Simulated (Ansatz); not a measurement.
### A low-energy model for TiO2 (Rutile): bands, U and J

Symmetry: P4_2/mnm, No. 136, tetragonal system. Conventional cell: a = 4.592 Å, b = 4.592 Å, c = 2.957 Å, α = 90.00°, β = 90.00°, γ = 90.00°. Nearest to Ti lie 6 O at 1.95 to 1.98 Å. Nearest to O lie 3 Ti at 1.95 to 1.98 Å. Farther neighbours and most contacts between anions are not listed.

```xyz
6
Lattice="2.2961 2.2961 3.2472 -2.2961 -2.2961 3.2472 2.0912 -2.0912 0.0000" Properties=species:S:1:pos:R:3 pbc="T T T"
Ti    0.0000    0.0000    0.0000
Ti    1.0456   -1.0456    3.2472
O     0.0000    0.0000    1.9805
O    -0.3548   -2.4460    3.2472
O     0.0000    0.0000    4.5138
O     2.4460    0.3548    3.2472
```

```
method              : DFT, LDA, plane waves, PAW (and 1 further level or step)
program             : Ansatz 0.2.0
settings of one run : cutoff 420 eV, 8×8×12 k-mesh, smearing width 0.08 eV, default PAW, coordination {"Ti": "other"}, magnetic state non-magnetic by constraint
cost                : 2 runs, 5.7 min in all on 8 threads of Arm Neoverse V2, shared host (the runs of this entry)
notes               : The cell and positions come from the Crystallography Open Database and are kept as given unless a step says otherwise.
Ti d                : U 3.26 eV, U′ 2.43 eV, J 0.40 eV, bare V 16.2 eV
method              : constrained RPA on non-magnetic LDA, 4×4×6 mesh, static; search for lower states off
```

For Ti d, screening cuts the on-site interaction from 16.22 eV to 3.26 eV (20 %), while J goes only from 0.53 eV to 0.40 eV: the monopole is screened far more than the multipoles. U − 2J differs from U′ by +0.04 eV, so the Kanamori relation holds well.

[Paths, hosts, dates, memory and timing lines, banners, echoed tables and standing remarks are left out of the program output.]

[Logs are printed without paths, hosts, clocks, repeated set-up lines and the standing remarks that a program may print on its own settings, such as how far it seeks lower states.]

[Runs of the session that timed out or met a known fault of the program may be left out.]

[Hosts, paths, dates, database ids (printed as entryN), source tags and the programs' standing remarks are cut or masked in the printed files.]
